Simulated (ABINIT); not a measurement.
# GaP (F-43m): G0W0 in ABINIT against the screening cutoff in the self-energy, part 2 of 2

Aim: move the screening cutoff in the self-energy of a G0W0 run on GaP (F-43m) over a wide range.

ABINIT 10.8.3; PBE and many-body steps on it, plane waves. Known limits of the many-body steps: not at the basis limit; exchange with frozen shells missing; no spin-orbit coupling; coarse k mesh.

So far. Step 2 (Screening, 4×4×4 mesh, 100 bands, screening to 176.9 eV): Local fields lower ε∞ by 8 %. On a Γ-centred mesh this coarse the value itself is usually too large, while a short band sum pulls it down. Step 5 (2.3 Ha): The gap on the mesh goes from 1.65 eV to 1.98 eV, a correction of +0.33 eV.

## Step 6: 3.2 Ha

Level of this step: G0W0 on PBE, plane waves, norm-conserving pseudopotentials (ABINIT).

The input, run.abi:

```
acell 3*1.0 Angstrom
rprim 
  0.000000000000 2.725250000000 2.725250000000
  2.725250000000 0.000000000000 2.725250000000
  2.725250000000 2.725250000000 0.000000000000
ntypat 2
znucl 31 15
natom 2
typat 1 2
xred 
  0.000000000000 0.000000000000 0.000000000000
  0.250000000000 0.250000000000 0.250000000000
pp_dirpath "pseudos"
pseudos "Ga.upf, P.upf"
ecut 36
ngkpt 4 4 4
nshiftk 1
shiftk 0 0 0
kptopt 1
chksymbreak 0
istwfk *1
occopt 1
irdwfk 1
optdriver 4
nband 100
gwcalctyp 0
ecutsigx 36
symsigma 1
nkptgw 2
kptgw 
  0.0000000000 0.0000000000 0.0000000000
  0.5000000000 0.5000000000 0.0000000000
bdgw 
  7 13
  8 11
ecuteps 3.2
irdscr 1
ppmodel 1
indata_prefix "in"
outdata_prefix "out"
tmpdata_prefix "tmp"
```

Started as:

```bash
OMP_NUM_THREADS=1 mpirun -n 4 abinit run.abi > log
```

What it wrote:

```text
.Version 10.8.3 of ABINIT. v10.8.2 released Aug 2026.

 Symmetries : space group F-4 3 m (#216); Bravais cF (face-center cubic)
[... echo of the input left out ...]
== DATASET  1 ==================================================================
-   mpi_nproc: 4, omp_nthreads: 1 (-1 if OMP is not activated)

--- !DatasetInfo
iteration_state: {dtset: 1, }
dimensions: {natom: 2, nkpt: 8, mband: 100, nsppol: 1, nspinor: 1, nspden: 1, mpw: 2832, }
cutoff_energies: {ecut:  36.0, pawecutdg:  -1.0, }
[...]
Band     E0 <VxcDFT>   SigX SigC(E0)      Z dSigC/dE  Sig(E)    E-E0       E
[...]
10   6.010  -9.355  -5.501  -3.845   0.808  -0.238  -9.347   0.007   6.017
       11   6.179 -10.511  -6.390  -3.939   0.800  -0.250 -10.365   0.145   6.325

== END DATASET(S) ==============================================================
================================================================================

 -outvars: echo values of variables after computation  --------
           etotal      0.0000000000E+00
            nband         100
             nkpt           8
          spgroup         216
 [... the other variables as echoed above ...]

 Calculation completed.
```

It took 3.8 s on 4 MPI ranks of Arm Neoverse V1, shared host; peak memory 0.43 GiB; 15 s of CPU time.

This step gave:

```
G0W0 gap on the points computed              : 2 eV
starting gap on the mesh                     : 1.653 eV
k of the valence top                         : 0, 0, 0
k of the conduction bottom                   : 0.5, 0.5, 0
least direct G0W0 gap on the computed points : 2.348 eV
```

Against the run before, the gap moves by +0.016 eV.

## Step 7: 4.9 Ha

Edit run.abi of step 6 so:

```diff
@@ -35,3 +35,3 @@
   8 11
-ecuteps 3.2
+ecuteps 4.9
 irdscr 1
```

What it wrote:

```text
.Version 10.8.3 of ABINIT. v10.8.2 released Aug 2026.

 Symmetries : space group F-4 3 m (#216); Bravais cF (face-center cubic)
[... echo of the input left out ...]
== DATASET  1 ==================================================================
-   mpi_nproc: 4, omp_nthreads: 1 (-1 if OMP is not activated)

--- !DatasetInfo
iteration_state: {dtset: 1, }
dimensions: {natom: 2, nkpt: 8, mband: 100, nsppol: 1, nspinor: 1, nspden: 1, mpw: 2832, }
cutoff_energies: {ecut:  36.0, pawecutdg:  -1.0, }
[...]
Band     E0 <VxcDFT>   SigX SigC(E0)      Z dSigC/dE  Sig(E)    E-E0       E
[...]
10   6.010  -9.355  -5.501  -3.852   0.807  -0.239  -9.354   0.001   6.011
       11   6.179 -10.511  -6.390  -3.964   0.799  -0.251 -10.385   0.125   6.305

== END DATASET(S) ==============================================================
================================================================================

 -outvars: echo values of variables after computation  --------
           etotal      0.0000000000E+00
            nband         100
             nkpt           8
          spgroup         216
 [... the other variables as echoed above ...]

 Calculation completed.
```

The job ended after 5.9 s (4 MPI ranks; peak memory 0.53 GiB; 23 s of CPU time).

Numbers from this step:

```
G0W0 gap on the points computed              : 2.098 eV
starting gap on the mesh                     : 1.653 eV
k of the valence top                         : 0, 0, 0
k of the conduction bottom                   : 0.5, 0.5, 0
least direct G0W0 gap on the computed points : 2.337 eV
```

Against the run before, the gap moves by +0.098 eV.

## Step 8: 6.5 Ha

Edit run.abi of step 7 so:

```diff
@@ -35,3 +35,3 @@
   8 11
-ecuteps 4.9
+ecuteps 6.5
 irdscr 1
```

What it wrote:

```text
.Version 10.8.3 of ABINIT. v10.8.2 released Aug 2026.

 Symmetries : space group F-4 3 m (#216); Bravais cF (face-center cubic)
[... echo of the input left out ...]
== DATASET  1 ==================================================================
-   mpi_nproc: 4, omp_nthreads: 1 (-1 if OMP is not activated)

--- !DatasetInfo
iteration_state: {dtset: 1, }
dimensions: {natom: 2, nkpt: 8, mband: 100, nsppol: 1, nspinor: 1, nspden: 1, mpw: 2832, }
cutoff_energies: {ecut:  36.0, pawecutdg:  -1.0, }
[...]
Band     E0 <VxcDFT>   SigX SigC(E0)      Z dSigC/dE  Sig(E)    E-E0       E
[...]
10   6.010  -9.355  -5.501  -3.854   0.807  -0.239  -9.355   0.000   6.010
       11   6.179 -10.511  -6.390  -3.965   0.799  -0.252 -10.386   0.124   6.304

== END DATASET(S) ==============================================================
================================================================================

 -outvars: echo values of variables after computation  --------
           etotal      0.0000000000E+00
            nband         100
             nkpt           8
          spgroup         216
 [... the other variables as echoed above ...]

 Calculation completed.
```

The job ended after 7.6 s (4 MPI ranks; peak memory 0.64 GiB; 30 s of CPU time).

Numbers from this step:

```
G0W0 gap on the points computed              : 2.114 eV
starting gap on the mesh                     : 1.653 eV
k of the valence top                         : 0, 0, 0
k of the conduction bottom                   : 0.5, 0.5, 0
least direct G0W0 gap on the computed points : 2.334 eV
```

Against the run before, the gap moves by +0.016 eV.

## Step 9: The runs together

Times are wall times on 4 MPI ranks of Arm Neoverse V1, shared host, good to a factor of about two. A run's time includes the screening step that it read.

| run | mesh | bands | screening cutoff (eV) | DFT gap (eV) | gap on the mesh (eV) | direct (eV) | ε∞ used | time |
| --- | --- | --- | --- | --- | --- | --- | --- | --- |
| 0.7 Ha | 4×4×4 | 100 | 19 | 1.653 | 1.863 | 2.436 | 18.07 | 22 s |
| 1.3 Ha | 4×4×4 | 100 | 35.4 | 1.653 | 1.709 | 2.237 | 18.07 | 22 s |
| 2.3 Ha | 4×4×4 | 100 | 62.6 | 1.653 | 1.984 | 2.347 | 18.07 | 22 s |
| 3.2 Ha | 4×4×4 | 100 | 87.1 | 1.653 | 2.000 | 2.348 | 18.07 | 22 s |
| 4.9 Ha | 4×4×4 | 100 | 133.3 | 1.653 | 2.098 | 2.337 | 18.07 | 24 s |
| 6.5 Ha | 4×4×4 | 100 | 176.9 | 1.653 | 2.114 | 2.334 | 18.07 | 26 s |

## Step 10: Outcome

| Quantity | Value |
| --- | --- |
| 0.7 Ha | 1.863 eV |
| 1.3 Ha | 1.709 eV |
| 2.3 Ha | 1.984 eV |
| 3.2 Ha | 2.000 eV |
| 4.9 Ha | 2.098 eV |
| 6.5 Ha | 2.114 eV |
| known limits | not at the basis limit; exchange with frozen shells missing; no spin-orbit coupling; coarse k mesh |

**Reading.** The setting moved: screening cutoff in the self-energy. From 0.7 Ha to 6.5 Ha the gap moves by +0.25 eV, not steadily: it passes through 1.71 eV. The last step still moves it by +0.016 eV. Bands and screening cutoff are coupled, so a series along one setting does not show full convergence. Bands and cutoff are finite, so the gap is not at the basis limit. The miss can reach some tenths of an eV and take either sign; the mesh is an error of its own. In the first G0W0 run levels were corrected at 2 k points alone, so a gap called «on the mesh» is the least over those, and an edge elsewhere would be missed. The 4×4×4 mesh is coarse for this cell, which bears on the long-range parts of exchange and screening. The norm-conserving file of at least one element keeps a d shell over frozen s and p shells of the same row. Exchange with those shells is missing from the self-energy, an error of 0.3 to 0.9 eV in cases checked, whose sign depends on which edge lies on those atoms. The many-body steps are scalar-relativistic: spin-orbit coupling is not in them.

[Paths, hosts, dates, memory and timing lines, banners, echoed tables and standing remarks are left out of the program output.]

[Logs are printed without paths, hosts, clocks, repeated set-up lines and the standing remarks that a program may print on its own settings, such as how far it seeks lower states.]

[Runs of the session that timed out or met a known fault of the program may be left out.]

[No measured gap is set beside runs whose start may be inverted or whose files or cutoffs have a known fault.]

[Hosts, paths, dates, database ids (printed as entryN), source tags and the programs' standing remarks are cut or masked in the printed files.]

[G0W0 gaps are taken among the corrected bands and points alone; a level outside them can change the order at an edge.]

[Where Ansatz stands beside ABINIT at settings called matched, ABINIT's density can come from a denser mesh and the files from another edition; pairs whose starting gaps differed by over 0.03 eV were left out, so agreement reads better than it is.]
